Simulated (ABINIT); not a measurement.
# CO2 (I-42d): zone-centre phonons, part 3 of 3

Aim: the zone-centre modes of CO2 (I-42d).

ABINIT 10.8.3; DFT LDA, scalar-relativistic, plane waves, PseudoDojo norm-conserving pseudopotentials.

So far. Step 6 (Zone-centre response): The acoustic modes at Γ come out as far as 1.2 cm⁻¹ from zero, where they should vanish, a small numerical error; the Born charges miss their sum rule by 0.0014 e, which is good. Step 7 (Modes with the sum rule): The rule moves no optical mode by more than 0.1 cm⁻¹. The relaxed cell has a = 3.871, c = 5.897 Å (conventional setting).

## 8. Sum rules set otherwise (asr 0)

Without the rule the raw error of the acoustic modes shows.

Contents of anaddb.abi:

```
ddb_filepath "gamma_DDB"
output_file "anaddb.abo"
outdata_prefix "anaddb"
asr 0
chneut 0
enunit 2
eivec 1
nph1l 1
qph1l 0.0 0.0 0.0 1.0
dieflag 1
nph2l 3
qph2l 
    1.0 0.0 0.0 0.0
    0.0 0.0 1.0 0.0
    1.0 1.0 1.0 0.0
```

Contents of mrgddb.in:

```
gamma_DDB
merged
2
dfpt_gammao_DS2_DDB
gso_DDB
```

On the command line:

```console
mrgddb < mrgddb.in > mrgddb.log
OMP_NUM_THREADS=1 anaddb anaddb.abi > anaddb.log
```

anaddb.abo, the main output file:

```text
[banners, grids, parts of the stress and lines that vanish by symmetry left out]
-outvars_anaddb: echo values of input variables ----------------------

 Flags :
[...]
Dielectric Tensor and Effective Charges
[...]
Effective charge tensors after
[...]
Phonon wavevector (reduced coordinates) :  0.00000  0.00000  0.00000
 Phonon energies in Hartree :
[...]
Phonon energies in meV     :
-  1.498613E-01  1.504576E-01  1.504577E-01  4.389625E+01  4.389625E+01
-  6.767706E+01  8.158203E+01  8.725943E+01  9.857138E+01  1.070037E+02
-  1.070037E+02  1.139908E+02  1.139908E+02  1.161051E+02  1.335238E+02
-  1.335238E+02  1.373949E+02  1.379915E+02
 Phonon frequencies in cm-1    :
-  1.208713E+00  1.213523E+00  1.213523E+00  3.540471E+02  3.540471E+02
-  5.458523E+02  6.580034E+02  7.037947E+02  7.950318E+02  8.630433E+02
-  8.630433E+02  9.193978E+02  9.193978E+02  9.364504E+02  1.076942E+03
-  1.076942E+03  1.108164E+03  1.112977E+03
 Phonon frequencies in Thz     :
-  3.623630E-02  3.638049E-02  3.638050E-02  1.061407E+01  1.061407E+01
-  1.636424E+01  1.972645E+01  2.109924E+01  2.383445E+01  2.587339E+01
-  2.587339E+01  2.756285E+01  2.756285E+01  2.807408E+01  3.228590E+01
-  3.228590E+01  3.322193E+01  3.336620E+01
 Phonon energies in Kelvin  :
-  1.739068E+00  1.745988E+00  1.745989E+00  5.093948E+02  5.093948E+02
-  7.853597E+02  9.467201E+02  1.012604E+03  1.143873E+03  1.241727E+03
-  1.241727E+03  1.322808E+03  1.322808E+03  1.347343E+03  1.549479E+03
-  1.549479E+03  1.594401E+03  1.601325E+03
[...]
-  1  0.00000000E+00  0.00000000E+00  2.49649529E-03
-     0.00000000E+00  0.00000000E+00  0.00000000E+00
-  2  0.00000000E+00  0.00000000E+00  2.49649529E-03
-     0.00000000E+00  0.00000000E+00  0.00000000E+00
-  3  0.00000000E+00  0.00000000E+00  2.49649136E-03
-     0.00000000E+00  0.00000000E+00  0.00000000E+00
-  4  0.00000000E+00  0.00000000E+00  2.49649136E-03
-     0.00000000E+00  0.00000000E+00  0.00000000E+00
-  5  0.00000000E+00  0.00000000E+00  2.49649136E-03
-     0.00000000E+00  0.00000000E+00  0.00000000E+00
-  6  0.00000000E+00  0.00000000E+00  2.49649136E-03
-     0.00000000E+00  0.00000000E+00  0.00000000E+00
[...]
-  1  0.00000000E+00  2.49649278E-03  0.00000000E+00
-     0.00000000E+00  0.00000000E+00  0.00000000E+00
-  2  0.00000000E+00  2.49649278E-03  0.00000000E+00
-     0.00000000E+00  0.00000000E+00  0.00000000E+00
-  3  0.00000000E+00  2.49648188E-03  0.00000000E+00
-     0.00000000E+00  0.00000000E+00  0.00000000E+00
-  4  0.00000000E+00  2.49648188E-03  0.00000000E+00
-     0.00000000E+00  0.00000000E+00  0.00000000E+00
-  5  0.00000000E+00  2.49650271E-03  0.00000000E+00
[...]
-  6  0.00000000E+00  2.49650271E-03  0.00000000E+00
[...]
-  1  2.49649278E-03  0.00000000E+00  0.00000000E+00
[...]
-  2  2.49649278E-03  0.00000000E+00  0.00000000E+00
[...]
-     1         -0.000000     0.000000    -0.000453     0.000453
-     2         -0.000000    -0.000583    -0.000000     0.000583
[...]
-   1     Real    0.0000E+00  0.0000E+00  7.6845E-12  0.0000E+00  0.0000E+00  0.0000E+00  7.6845E-12
[...]
-   2     Real    0.0000E+00  1.2718E-11  0.0000E+00  0.0000E+00  0.0000E+00  0.0000E+00  1.2718E-11
[...]
-   3     Real    1.2718E-11  0.0000E+00  0.0000E+00  0.0000E+00  0.0000E+00  0.0000E+00  1.2718E-11
[...]
-   4     Real    2.9585E-14  6.3624E-06  0.0000E+00  4.3385E-10  0.0000E+00  0.0000E+00  6.3624E-06
[...]
-   5     Real    6.3624E-06  2.9585E-14  0.0000E+00 -4.3385E-10  0.0000E+00  0.0000E+00  6.3624E-06
[...]
-  10     Real    1.7987E-11  2.0517E-04  0.0000E+00 -6.0750E-08  0.0000E+00  0.0000E+00  2.0517E-04
[...]
-  11     Real    2.0517E-04  1.7987E-11  0.0000E+00  6.0750E-08  0.0000E+00  0.0000E+00  2.0517E-04
[...]
-  12     Real    8.6318E-12  8.4601E-04  0.0000E+00  8.5455E-08  0.0000E+00  0.0000E+00  8.4601E-04
[...]
-  13     Real    8.4601E-04  8.6318E-12  0.0000E+00 -8.5455E-08  0.0000E+00  0.0000E+00  8.4601E-04
[...]
-  15     Real    1.4167E-04  2.4853E-13  0.0000E+00 -5.9339E-09  0.0000E+00  0.0000E+00  1.4167E-04
[...]
-  16     Real    2.4853E-13  1.4167E-04  0.0000E+00  5.9339E-09  0.0000E+00  0.0000E+00  1.4167E-04
[...]
Phonon at Gamma, with non-analyticity in the
[...]
Phonon energies in Hartree :
[...]
Phonon energies in meV     :
[...]
Phonon frequencies in cm-1    :
[...]
Phonon frequencies in Thz     :
[...]
Phonon energies in Kelvin  :
[...]
-  7.853597E+02  9.467201E+02  1.012604E+03  1.143873E+03  1.241727E+03
-  1.255824E+03  1.322808E+03  1.347343E+03  1.508481E+03  1.549479E+03
[...]
-  3  0.00000000E+00 -2.49648188E-03  0.00000000E+00
-     0.00000000E+00  0.00000000E+00  0.00000000E+00
-  4  0.00000000E+00 -2.49648188E-03  0.00000000E+00
-     0.00000000E+00  0.00000000E+00  0.00000000E+00
-  5  0.00000000E+00 -2.49650271E-03  0.00000000E+00
-     0.00000000E+00  0.00000000E+00  0.00000000E+00
-  6  0.00000000E+00 -2.49650271E-03  0.00000000E+00
-     0.00000000E+00  0.00000000E+00  0.00000000E+00
[...]
-  1  2.49668453E-03  0.00000000E+00  0.00000000E+00
-     0.00000000E+00  0.00000000E+00  0.00000000E+00
-  2  2.49668453E-03  0.00000000E+00  0.00000000E+00
-     0.00000000E+00  0.00000000E+00  0.00000000E+00
[...]
Phonon at Gamma, with non-analyticity in the
[...]
Phonon energies in Hartree :
[...]
Phonon energies in meV     :
-  1.499897E-01  1.504576E-01  1.504577E-01  4.389625E+01  4.389625E+01
-  6.767706E+01  8.158203E+01  9.366134E+01  9.857138E+01  1.070037E+02
-  1.070037E+02  1.139908E+02  1.139908E+02  1.335238E+02  1.335238E+02
[...]
Phonon frequencies in cm-1    :
-  1.209748E+00  1.213523E+00  1.213523E+00  3.540471E+02  3.540471E+02
[...]
Phonon frequencies in Thz     :
[...]
Phonon energies in Kelvin  :
[...]
Phonon at Gamma, with non-analyticity in the
[...]
Phonon energies in Hartree :
[...]
Phonon energies in meV     :
[...]
Phonon frequencies in cm-1    :
[...]
Phonon frequencies in Thz     :
[...]
Phonon energies in Kelvin  :
[...]
-  7.853597E+02  9.467201E+02  1.034527E+03  1.143873E+03  1.241727E+03
-  1.252981E+03  1.322808E+03  1.339571E+03  1.519690E+03  1.549479E+03
[...]
-  5  1.75467172E-03  1.75415777E-03  2.76157132E-04
-     0.00000000E+00  0.00000000E+00  0.00000000E+00
-  6  1.75467172E-03  1.75415535E-03  2.76155308E-04
-     0.00000000E+00  0.00000000E+00  0.00000000E+00
[...]
Direction                     Dielectric constant
[...]
0.00000   0.00000   1.00000      6.23175033
   1.00000   1.00000   1.00000      6.17489664
-
```

Run time: 0.52 s. Hardware: 1 thread of Arm Neoverse V2, shared host.

Zone-centre frequencies as printed; negative means imaginary. Modes:

| mode | frequency (cm⁻¹) |
| --- | --- |
| 1 | 1.21 |
| 2 | 1.21 |
| 3 | 1.21 |
| 4 | 354.1 |
| 5 | 354.1 |
| 6 | 545.9 |
| 7 | 658 |
| 8 | 703.8 |
| 9 | 795 |
| 10 | 863 |
| 11 | 863 |
| 12 | 919.4 |
| 13 | 919.4 |
| 14 | 936.5 |
| 15 | 1077 |
| 16 | 1077 |
| 17 | 1108 |
| 18 | 1113 |

## 9. Summary of results

```
space group after relaxation                                           : I-42d
volume per atom                                                        : 7.36 Å³
highest optical zone-centre mode (no LO-TO term)                       : 1113 cm⁻¹
lowest optical zone-centre mode                                        : 354.1 cm⁻¹
highest mode moved by the LO-TO term                                   : 1283 cm⁻¹
mean high-frequency dielectric constant                                : 3.19
largest Born charge in size (third of the trace)                       : 2.89 e
mean static dielectric constant                                        : 6.17
imaginary optical modes at the zone centre (no q mesh in this session) : none
```

At the LDA level the optical modes of CO2 (I-42d) at the zone centre (no LO-TO term) run from 354 to 1113 cm⁻¹. The base run prints -1.4 GPa, mostly the error of a finite basis; the relaxation, with a smoothed and higher cutoff, had brought the cell to rest. Along the directions run, the highest mode that the macroscopic field moves lies at 1283 cm⁻¹. Lattice motion raises the mean dielectric constant from 3.192 to 6.175. These are harmonic frequencies at zero temperature: anharmonic shifts and linewidths and thermal expansion are left out. The structure comes from a database and need not be the phase that is stable at ambient conditions.

[Host names and launcher messages were left out of these logs when they were recorded.]

[Logs are printed without paths, hosts, clocks, repeated set-up lines and the standing remarks that a program may print on its own settings, such as how far it seeks lower states.]

[Hosts, paths, dates, database ids (printed as entryN), source tags and the programs' standing remarks are cut or masked in the printed files.]
